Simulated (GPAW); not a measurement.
**Optical response of MoS2**

Aim: the dielectric function of MoS2, and the optical constants that follow from it. The cell comes from an older database entry, whose edges can differ from later determinations, mostly by under a per cent.

Program: GPAW 26.7.0. Level of theory: DFT, PBE, plane-wave PAW (GPAW data sets), scalar-relativistic, RPA, optical limit. Results are calculated unless marked as measured.

The database entry behind the starting cell differs from later determinations by our own check (about 0.3 % long), so it need not match the best structure at ambient conditions.

### 1. Starting point

Symmetry: P6_3/mmc, No. 194, hexagonal system. The conventional cell has a = 3.169 Å, b = 3.169 Å, c = 12.324 Å, α = 90.00°, β = 90.00°, γ = 120.00°. Nearest to Mo lie 6 S at 2.41 Å. S has 3 Mo at 2.41 Å nearest. Farther neighbours and most contacts between anions are not listed.

### 2. Ground state

The self-consistent density comes first; it also tells whether there is a gap, which decides the occupations and the need for a Drude term.

This step: DFT, PBE, plane-wave PAW (GPAW data sets), scalar-relativistic, ground state (GPAW 26.7.0).

File gs.py:

```python
from ase import Atoms
from ase.dft.bandgap import bandgap
from gpaw import GPAW, PW, FermiDirac

atoms = Atoms(['Mo', 'Mo', 'S', 'S', 'S', 'S'],
              cell=[[3.169000000000, 0.000000000000, 0.000000000000],
                    [-1.584500000000, 2.744434504600, 0.000000000000],
                    [0.000000000000, 0.000000000000, 12.324000000000]],
              scaled_positions=[[0.666666666700, 0.333333333300, 0.750000000000],
                                [0.333333333300, 0.666666666700, 0.250000000000],
                                [0.666666666700, 0.333333333300, 0.377000000000],
                                [0.333333333300, 0.666666666700, 0.877000000000],
                                [0.666666666700, 0.333333333300, 0.123000000000],
                                [0.333333333300, 0.666666666700, 0.623000000000]],
              pbc=[True, True, True])
atoms.calc = GPAW(mode=PW(550), xc='PBE', kpts={'size': (9, 9, 2), 'gamma': True},
                  occupations=FermiDirac(0.05), maxiter=150, txt='gs.txt')
print('energy (eV)', atoms.get_potential_energy())
print('Fermi level (eV)', atoms.calc.get_fermi_level())
print('valence electrons', atoms.calc.get_number_of_electrons())
print('gap (eV)', bandgap(atoms.calc, output=None)[0])
print('direct gap (eV)', bandgap(atoms.calc, direct=True, output=None)[0])
atoms.calc.write('gs.gpw')
```

Command:

```sh
> OMP_NUM_THREADS=1 python gs.py
```

File nscf.py:

```python
from ase.dft.bandgap import bandgap
from gpaw import GPAW, FermiDirac

calc = GPAW('gs.gpw').fixed_density(kpts={'size': (12, 12, 3), 'gamma': True}, nbands=89, convergence={'bands': 83},
                                    occupations=FermiDirac(0.001), txt='nscf.txt')
print('gap (eV)', bandgap(calc, output=None)[0])
print('direct gap (eV)', bandgap(calc, direct=True, output=None)[0])
print('top band over the Fermi level (eV)', min(calc.get_eigenvalues(kpt=k)[82] for k in range(len(calc.get_ibz_k_points()))) - calc.get_fermi_level())
calc.write('full.gpw', mode='all')
```

File df.py:

```python
from gpaw.response.df import DielectricFunction

df = DielectricFunction('full.gpw', frequencies={'type': 'nonlinear', 'domega0': 0.03, 'omega2': 8},
                        ecut=50,
                        eta=0.12,
                        nbands=83,
                        txt='df.txt')
for direction in ['x', 'z']:
    df.get_dielectric_function(xc='RPA', direction=direction, filename=f'df_{direction}.csv')
```

Before running: what should come out for the main peak of Im epsilon, first axis?

At this level (PBE, RPA) MoS2 has a mean ε∞ = 11.1 and n = 3.82 at 1550 nm (E ∥ x), and Im ε peaks at 3.0 eV (E ∥ x). On the mesh the gap is 0.88 eV and the least direct gap 1.64 eV, so on this mesh the band edges lie at different points. Local fields change the static value along x from 14.62 to 13.76 (-6 %).

* electronic dielectric constant ε∞, mean over x, y and z (by symmetry where fewer were run) (RPA): 11.1
* main peak of Im epsilon, first axis: 2.96 eV

Distinct maxima of Im ε, read by a parabola through the highest points, lie at 2.96 eV (23), 4.07 eV (15) and 10.59 eV (4.2) for E ∥ x. The static values by axis are 13.76 (x), 5.90 (z). Excitons and phonon-assisted transitions are missing; PBE gaps are as a rule too small, which pulls the onset down and ε∞ up. The sum runs over mesh points, so small or evenly spaced maxima can still be ripples of the mesh. In this version of GPAW the matrix elements of the optical limit are incomplete, which can lower ε − 1 by up to a tenth where first-row anions or d states rule, and shift it by more in d metals.

[Machine, clock and banner lines and Python warnings are left out of the logs.]

[Logs are printed without paths, hosts, clocks, repeated set-up lines and the standing remarks that a program may print on its own settings, such as how far it seeks lower states.]

[Hosts, paths, dates, database ids (printed as entryN), source tags and the programs' standing remarks are cut or masked in the printed files.]
